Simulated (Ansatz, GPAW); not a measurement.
# Work function of a 7-layer slab of Mo(110) at several levels

Wanted: work functions and dipole of a 7-layer slab of Mo(110), with the cost of each level.

Method: Ansatz plane waves; slab in vacuum with a dipole correction, relaxation, in the first sound run; inputs show where later runs differ, in GPAW 26.7.0 and Ansatz 0.2.0.

Most raw output is cut from this account.

## Step 1: The starting structure

The cell holds 7 atoms: 7 Mo. Its edges and angles: a = 2.728 Å, b = 2.728 Å, c = 27.364 Å, α = 90.0°, β = 90.0°, γ = 70.5°. Vacuum lies along c.

## Step 2: Relaxing the atoms

Forces are removed first; all later runs use this geometry. The lowest 3 atoms are held at bulk positions and keep their forces.

Input file input.yaml:

```yaml
crystal:
  lattice:
    - [2.2273863607, -1.575, 0.0]
    - [2.2273863607, 1.575, 0.0]
    - [0.0, 0.0, 27.3643181644]
  atoms:
    - { symbol: Mo, position: [0.0, 0.0, 0.2558075797] }
    - { symbol: Mo, position: [0.5, 0.5, 0.3372050531] }
    - { symbol: Mo, position: [0.0, 0.0, 0.4186025266] }
    - { symbol: Mo, position: [0.5, 0.5, 0.5] }
    - { symbol: Mo, position: [0.0, 0.0, 0.5813974734] }
    - { symbol: Mo, position: [0.5, 0.5, 0.6627949469] }
    - { symbol: Mo, position: [0.0, 0.0, 0.7441924203] }
kpoints:
  mp_grid: { grid: [12, 12, 1] }
hamiltonian:
  xc: pbe
scf:
  occupations: { method: fermi_dirac, width: 0.1 }
efield:
  axis: 3
  dipole_correction: true
  ramp_width: 0.05
relax:
  f_tol: 0.02
  max_steps: 60
  constraints: [{ sites: [0, 1, 2] }]
output:
  write_potential: true
  write_density: true
  volumetric_format: npy
```

Run with:

```
$ ansatz run input.yaml --threads 4 --pin off --max-ram 8192MiB --backend cpu --events-out ev --progress --plain --runs-dir out
```

Wall time 1.8 min (4 threads of Arm Neoverse N1, shared host); peak memory 0.81 GiB.

The steps of the relaxation:

```tsv
step	energy less that of the first step (eV)	largest force component (eV/Å)
1	0.0000	0.6590
2	0.0199	0.8850
3	-0.0250	0.2254
4	-0.0281	0.0095
5	-0.0281	0.0100
```

Relaxation step 2 was tried and not accepted.

The run keeps the 4 symmetry operations that it works with, so distortions that break them were not tested.

The atoms that moved most (Å):

```tsv
atom	dx	dy	dz	length
Mo6	0.000	0.000	0.057	0.057
Mo5	0.000	0.000	0.033	0.033
Mo7	0.000	0.000	-0.032	0.032
Mo4	0.000	0.000	0.015	0.015
```

This step gave:

```
free energy             : -34689.7731 eV
smearing term TS        : 0.1627 eV
symmetry operations     : 4
upper work function     : 4.543 eV
lower work function     : 4.647 eV
dipole along the normal : 0.003994 e·Å
dipole field            : 0.003764 V/Å
vacuum level above      : 14.67 eV
vacuum level below      : 14.77 eV
```

The electrostatic potential energy of an electron (with the applied field's), less the Fermi level, planar mean oscillates, so the rows of the table below give means over windows of 2.28 Å about each position, cut where the curve ends. Its maxima inside the range that stand out by 2 % of the span (Å: eV): 8.1: -2.14, 10.4: -2.42, 12.5: -2.11, 14.8: -2.04, 17.1: -2.11, 19.2: -3.09. Its minima: 7.0: -23.3, 9.3: -23.7, 11.4: -23.5, 13.7: -23.6, 16.0: -23.6, 18.2: -23.7, 20.4: -23.3.

The electrostatic potential energy of an electron (with the applied field's), less the Fermi level, planar mean by z; means over each step:

```tsv
z (Å)	electrostatic potential energy of an electron (with the applied field's), less the Fermi level, planar mean (eV)
1.14	4.64
3.42	4.61
5.70	-2.48
7.98	-12.9
10.26	-13.1
12.54	-12.9
14.82	-12.8
17.10	-12.8
19.38	-13.9
21.66	-2.22
23.94	4.51
26.22	4.55
```

The valence density, planar mean oscillates, so the rows of the table below give means over windows of 2.28 Å about each position, cut where the curve ends. Its maxima inside the range that stand out by 2 % of the span (Å: e/Å³): 7.0: 1.61, 9.3: 1.60, 11.4: 1.60, 13.7: 1.61, 16.0: 1.61, 18.2: 1.60, 20.4: 1.60. Its minima: 8.1: 0.323, 10.4: 0.325, 12.5: 0.317, 14.8: 0.315, 17.1: 0.313, 19.2: 0.361.

Table of valence density, planar mean by z; means over each step:

```tsv
z (Å)	valence density, planar mean (e/Å³)
1.14	4.7e-6
3.42	0.00115
5.70	0.326
7.98	0.911
10.26	0.911
12.54	0.901
14.82	0.900
17.10	0.895
19.38	0.972
21.66	0.308
23.94	0.00106
26.22	4.6e-6
```

The relaxation lowered the energy of the cell by 0.0281 eV.

## Step 3: Plane waves, PBE

The work function is the vacuum plateau of the electrostatic potential less the Fermi level; a dipole layer lets the two faces have plateaus of their own.

This step: GPAW, PAW setups; slab in vacuum (GPAW 26.7.0).

Input file run.py:

```python
import json
import numpy as np
from ase import Atoms
from gpaw import GPAW, PW

slab = Atoms(
    ['Mo', 'Mo', 'Mo', 'Mo', 'Mo', 'Mo', 'Mo'],
    positions=[
        [0.00000, 0.00000, 7.00000],
        [2.22739, 0.00000, 9.22739],
        [0.00000, 0.00000, 11.45477],
        [2.22739, 0.00000, 13.69731],
        [0.00000, 0.00000, 15.94254],
        [2.22739, 0.00000, 18.19382],
        [0.00000, 0.00000, 20.33271]],
    cell=[[2.22739, -1.575, 0.0], [2.22739, 1.575, 0.0], [0.0, 0.0, 27.36432]],
    pbc=[True, True, False])

slab.calc = GPAW(mode=PW(400), xc='PBE', kpts={'size': (12, 12, 1), 'gamma': True},
                 occupations={'name': 'fermi-dirac', 'width': 0.1}, nbands='160%',
                 convergence={'density': 1e-05}, maxiter=200,
                 poissonsolver={'dipolelayer': 'xy'},
                 symmetry={'tolerance': 1e-3}, txt='slab.txt')
result = {}
energy = slab.get_potential_energy()
fermi = slab.calc.get_fermi_level()
v = slab.calc.get_electrostatic_potential().mean((0, 1)) - fermi
n = slab.calc.get_pseudo_density().mean((0, 1))
L = slab.cell[2, 2]
z = np.arange(len(v)) * L / len(v)
low, high = slab.positions[:, 2].min(), slab.positions[:, 2].max()
below, above = np.interp([low - 4.8, high + 4.8], z, v)
slopes = [np.interp(x, z, np.gradient(v, z)) for x in (low - 4.8, high + 4.8)]
eps = np.array([[slab.calc.get_eigenvalues(k, s) for k in range(len(slab.calc.get_ibz_k_points()))]
                for s in range(slab.calc.get_number_of_spins())]) - fermi
top, bottom = eps[eps < 0].max(), eps[eps > 0].min()
dipole = slab.get_dipole_moment()[2]
print(f'energy {energy:.4f} eV, Fermi level {fermi:.4f} eV, dipole {dipole:.5f} e A')
print(f'potential 4.8 A off the faces, from the Fermi level: lower {below:.4f} eV, upper {above:.4f} eV')
print(f'slope of the potential there: lower {slopes[0]:.5f}, upper {slopes[1]:.5f} eV/A')
print(f'nearest levels on the mesh: {top:.4f} and {bottom:.4f} eV')
print('magnetic moment', round(slab.get_magnetic_moment(), 3))
result.update(energy=energy, fermi=fermi, dipole=dipole, below=below, above=above, slopes=slopes, edges=[top, bottom],
              z=z.tolist(), v=v.tolist(), n=n.tolist(), positions=slab.positions.tolist(),
              forces=slab.get_forces(apply_constraint=False).tolist(), moments=slab.get_magnetic_moments().tolist())
json.dump(result, open('result.json', 'w'))
```

Run with:

```
$ OMP_NUM_THREADS=1 OPENBLAS_NUM_THREADS=1 python run.py
```

Elapsed: 23 min, on 1 thread; peak memory 0.4 GiB.

This step gave:

* dipole along the normal: 0.003998 e·Å
* levels nearest the Fermi level on the mesh: -0.01550, 0.009036 eV from the Fermi level
* upper work function: 4.536 eV
* lower work function: 4.639 eV

The electrostatic potential energy of an electron (without an applied field's), less the Fermi level, planar mean oscillates, so the rows of the table below give means over windows of 2.24 Å about each position, cut where the curve ends. Its maxima inside the range that stand out by 2 % of the span (Å: eV): 8.1: -2.08, 10.4: -2.24, 12.6: -2.06, 14.9: -2.02, 17.1: -2.05, 19.2: -2.98. Its minima: 7.1: -27.9, 9.2: -28.5, 11.4: -28.5, 13.7: -28.5, 15.9: -28.5, 18.2: -28.6, 20.3: -28.1.

The electrostatic potential energy of an electron (without an applied field's), less the Fermi level, planar mean by z; means over each step:

```tsv
z (Å)	electrostatic potential energy of an electron (without an applied field's), less the Fermi level, planar mean (eV)
1.12	4.64
3.36	4.61
5.60	-1.10
7.84	-13.4
10.08	-13.6
12.32	-13.4
14.56	-13.3
16.80	-13.3
19.04	-14.6
21.28	-7.33
23.52	4.45
25.76	4.54
```

The pseudo valence density, planar mean oscillates, so the rows of the table below give means over windows of 2.14 Å about each position, cut where the curve ends. Its maxima inside the range that stand out by 2 % of the span (Å: e/Å³): 7.1: 1.97, 9.2: 1.98, 11.5: 1.91, 13.7: 1.99, 16.0: 1.91, 18.2: 1.98, 20.3: 2.00. Its minima: 8.1: 0.320, 10.3: 0.323, 12.6: 0.313, 14.8: 0.315, 17.1: 0.309, 19.2: 0.357.

Pseudo valence density, planar mean against z; means over each step:

```tsv
z (Å)	pseudo valence density, planar mean (e/Å³)
1.07	3.7e-6
3.21	6.4e-4
5.35	0.105
7.49	0.909
9.63	0.912
11.77	0.913
13.91	0.915
16.05	0.916
18.19	0.924
20.33	0.903
22.47	0.0302
24.61	2.0e-4
```

Force by atom:

```tsv
atom	x (eV/Å)	y (eV/Å)	z (eV/Å)	size
Mo1	0.000	0.000	0.548	0.548
Mo2	0.000	0.000	-0.649	0.649
Mo3	0.000	0.000	0.109	0.109
Mo4	0.000	0.000	0.003	0.003
Mo5	0.000	0.000	-0.010	0.010
Mo6	0.000	0.000	-0.017	0.017
Mo7	0.000	0.000	0.008	0.008
```

The potential is flat to 0.002 eV/Å where it is read, so the vacuum is wide enough. The geometry is the other program's minimum; here the largest force on a free atom is 0.017 eV/Å.

## Step 4: Self-consistent run: xc = "RPBE"

The same geometry under RPBE, to see how far the functional moves the levels against the vacuum.

run.py, as its differences from that of step 3:

```diff
@@ -18,3 +18,3 @@
 
-slab.calc = GPAW(mode=PW(400), xc='PBE', kpts={'size': (12, 12, 1), 'gamma': True},
+slab.calc = GPAW(mode=PW(400), xc='RPBE', kpts={'size': (12, 12, 1), 'gamma': True},
                  occupations={'name': 'fermi-dirac', 'width': 0.1}, nbands='160%',
```

Run time: 22 min. Hardware: 1 thread; peak memory 0.4 GiB.

This step gave:

```yaml
dipole_along_the_normal: 0.003973 e·Å
levels_nearest_the_fermi_level_on_the_mesh: -0.01619, 0.006374 eV from the Fermi level
upper_work_function: 4.387 eV
lower_work_function: 4.489 eV
```

The electrostatic potential energy of an electron (without an applied field's), less the Fermi level, planar mean oscillates, so the rows of the table below give means over windows of 2.24 Å about each position, cut where the curve ends. Its maxima inside the range that stand out by 2 % of the span (Å: eV): 8.1: -2.16, 10.4: -2.32, 12.6: -2.14, 14.9: -2.10, 17.1: -2.13, 19.2: -3.06. Its minima: 7.1: -27.9, 9.2: -28.6, 11.4: -28.5, 13.7: -28.5, 15.9: -28.5, 18.2: -28.6, 20.3: -28.2.

The electrostatic potential energy of an electron (without an applied field's), less the Fermi level, planar mean by z; means over each step:

```tsv
z (Å)	electrostatic potential energy of an electron (without an applied field's), less the Fermi level, planar mean (eV)
1.12	4.49
3.36	4.46
5.60	-1.22
7.84	-13.5
10.08	-13.7
12.32	-13.5
14.56	-13.4
16.80	-13.4
19.04	-14.7
21.28	-7.42
23.52	4.30
25.76	4.39
```

The pseudo valence density, planar mean oscillates, so the rows of the table below give means over windows of 2.14 Å about each position, cut where the curve ends. Its maxima inside the range that stand out by 2 % of the span (Å: e/Å³): 7.1: 1.97, 9.2: 1.98, 11.5: 1.91, 13.7: 1.99, 16.0: 1.91, 18.2: 1.99, 20.3: 2.00. Its minima: 8.1: 0.320, 10.3: 0.323, 12.6: 0.313, 14.8: 0.315, 17.1: 0.309, 19.2: 0.356.

Pseudo valence density, planar mean against z; means over each step:

```tsv
z (Å)	pseudo valence density, planar mean (e/Å³)
1.07	4.3e-6
3.21	6.5e-4
5.35	0.105
7.49	0.909
9.63	0.912
11.77	0.913
13.91	0.915
16.05	0.916
18.19	0.924
20.33	0.903
22.47	0.0300
24.61	2.1e-4
26.75	0
```

Force by atom:

```tsv
atom	x (eV/Å)	y (eV/Å)	z (eV/Å)	size
Mo1	0.000	0.000	0.384	0.384
Mo2	0.000	0.000	-0.652	0.652
Mo3	0.000	0.000	0.113	0.113
Mo4	0.000	0.000	0.004	0.004
Mo5	0.000	0.000	-0.009	0.009
Mo6	0.000	0.000	-0.035	0.035
Mo7	0.000	0.000	0.198	0.198
```

The upper face's work function is 4.387 eV, against 4.536 eV in the first plane-wave PBE run at this geometry.

## Step 5: OptPBE vdW: xc = "optPBE-vdW"

The same geometry under optPBE-vdW, to see how far the functional moves the levels against the vacuum (the van der Waals functionals take revPBE setups).

run.py, as its differences from that of step 4:

```diff
@@ -18,3 +18,3 @@
 
-slab.calc = GPAW(mode=PW(400), xc='RPBE', kpts={'size': (12, 12, 1), 'gamma': True},
+slab.calc = GPAW(mode=PW(400), xc='optPBE-vdW', kpts={'size': (12, 12, 1), 'gamma': True},
                  occupations={'name': 'fermi-dirac', 'width': 0.1}, nbands='160%',
```

Elapsed: 25 min, on 1 thread; peak memory 0.53 GiB.

This step gave:

| Item | Value |
| --- | --- |
| dipole along the normal | 0.003808 e·Å |
| levels nearest the Fermi level on the mesh | -0.006851, 0.02724 eV from the Fermi level |
| upper work function | 4.718 eV |
| lower work function | 4.816 eV |

The upper face's work function is 4.718 eV, against 4.536 eV in the first plane-wave PBE run at this geometry.

## Step 6: Self-consistent run: xc = "LDA"

The same geometry under LDA, to see how far the functional moves the levels against the vacuum.

run.py, as its differences from that of step 5:

```diff
@@ -18,3 +18,3 @@
 
-slab.calc = GPAW(mode=PW(400), xc='optPBE-vdW', kpts={'size': (12, 12, 1), 'gamma': True},
+slab.calc = GPAW(mode=PW(400), xc='LDA', kpts={'size': (12, 12, 1), 'gamma': True},
                  occupations={'name': 'fermi-dirac', 'width': 0.1}, nbands='160%',
```

Wall time 22 min (1 thread); peak memory 0.4 GiB.

Numbers from this step:

- dipole along the normal: 0.003865 e·Å
- levels nearest the Fermi level on the mesh: -0.004657, 0.007120 eV from the Fermi level
- upper work function: 4.835 eV
- lower work function: 4.935 eV

The electrostatic potential energy of an electron (without an applied field's), less the Fermi level, planar mean oscillates, so the rows of the table below give means over windows of 2.24 Å about each position, cut where the curve ends. Its maxima inside the range that stand out by 2 % of the span (Å: eV): 8.1: -1.78, 10.4: -1.94, 12.6: -1.77, 14.9: -1.73, 17.1: -1.75, 19.2: -2.68. Its minima: 7.1: -27.6, 9.2: -28.3, 11.4: -28.2, 13.7: -28.2, 15.9: -28.2, 18.2: -28.4, 20.3: -27.9.

Table of electrostatic potential energy of an electron (without an applied field's), less the Fermi level, planar mean by z; means over each step:

z (Å), electrostatic potential energy of an electron (without an applied field's), less the Fermi level, planar mean (eV) and a bar from the least value:
```
     1.12        4.9 ##############################
     3.36        4.9 ##############################
     5.60       -0.8 #####################
     7.84      -13.2 ##
    10.08      -13.4 ##
    12.32      -13.1 ##
    14.56      -13.1 ##
    16.80      -13.1 ##
    19.04      -14.3 
    21.28       -7.1 ###########
    23.52        4.7 ##############################
    25.76        4.8 ##############################
```

The upper face's work function is 4.835 eV, against 4.536 eV in the first plane-wave PBE run at this geometry.

## Step 7: Self-consistent run: xc = "vdW-DF2"

The same geometry under vdW-DF2, to see how far the functional moves the levels against the vacuum (the van der Waals functionals take revPBE setups).

run.py, as its differences from that of step 6:

```diff
@@ -18,3 +18,3 @@
 
-slab.calc = GPAW(mode=PW(400), xc='LDA', kpts={'size': (12, 12, 1), 'gamma': True},
+slab.calc = GPAW(mode=PW(400), xc='vdW-DF2', kpts={'size': (12, 12, 1), 'gamma': True},
                  occupations={'name': 'fermi-dirac', 'width': 0.1}, nbands='160%',
```

Wall time 24 min (1 thread); peak memory 0.53 GiB.

This step gave:

```yaml
dipole_along_the_normal: 0.003613 e·Å
levels_nearest_the_fermi_level_on_the_mesh: -0.01464, 0.04345 eV from the Fermi level
upper_work_function: 4.822 eV
lower_work_function: 4.916 eV
```

The upper face's work function is 4.822 eV, against 4.536 eV in the first plane-wave PBE run at this geometry.

## Step 8: Self-consistent run: xc = "revPBE"

The same geometry under revPBE, to see how far the functional moves the levels against the vacuum.

run.py, as its differences from that of step 7:

```diff
@@ -18,3 +18,3 @@
 
-slab.calc = GPAW(mode=PW(400), xc='vdW-DF2', kpts={'size': (12, 12, 1), 'gamma': True},
+slab.calc = GPAW(mode=PW(400), xc='revPBE', kpts={'size': (12, 12, 1), 'gamma': True},
                  occupations={'name': 'fermi-dirac', 'width': 0.1}, nbands='160%',
```

Elapsed: 23 min, on 1 thread; peak memory 0.4 GiB.

Numbers from this step:

```
dipole along the normal                    : 0.004002 e·Å
levels nearest the Fermi level on the mesh : -0.01599, 0.007072 eV from the Fermi level
upper work function                        : 4.407 eV
lower work function                        : 4.510 eV
```

The upper face's work function is 4.407 eV, against 4.536 eV in the first plane-wave PBE run at this geometry.

## Step 9: The ladder

Times are for 1 thread of Arm Neoverse N1, shared host. The runs compared:

```tsv
no.	run	upper work function (eV)	lower work function (eV)	time	memory (GiB)
1	pw	4.536	4.639	23 min	0.4
2	RPBE	4.387	4.489	22 min	0.4
3	optPBE vdW	4.718	4.816	25 min	0.53
4	LDA	4.835	4.935	22 min	0.4
5	vdW DF2	4.822	4.916	24 min	0.53
6	revPBE	4.407	4.510	23 min	0.4
```

## Step 10: Real-space grid

A real-space grid is a second complete basis, so it checks the plane-wave result.

run.py, as its differences from that of step 8:

```diff
@@ -3,3 +3,3 @@
 from ase import Atoms
-from gpaw import GPAW, PW
+from gpaw import GPAW
 
@@ -18,3 +18,3 @@
 
-slab.calc = GPAW(mode=PW(400), xc='revPBE', kpts={'size': (12, 12, 1), 'gamma': True},
+slab.calc = GPAW(mode='fd', h=0.18, xc='PBE', kpts={'size': (12, 12, 1), 'gamma': True},
                  occupations={'name': 'fermi-dirac', 'width': 0.1}, nbands='160%',
```

It took 2.5 h on 1 thread; peak memory 2.8 GiB.

The run was cut off at its time limit.

(Part 1 of 2 ends here.)

[Logs are printed without paths, hosts, clocks, repeated set-up lines and the standing remarks that a program may print on its own settings, such as how far it seeks lower states.]

[Hosts, paths, dates, database ids (printed as entryN), source tags and the programs' standing remarks are cut or masked in the printed files.]
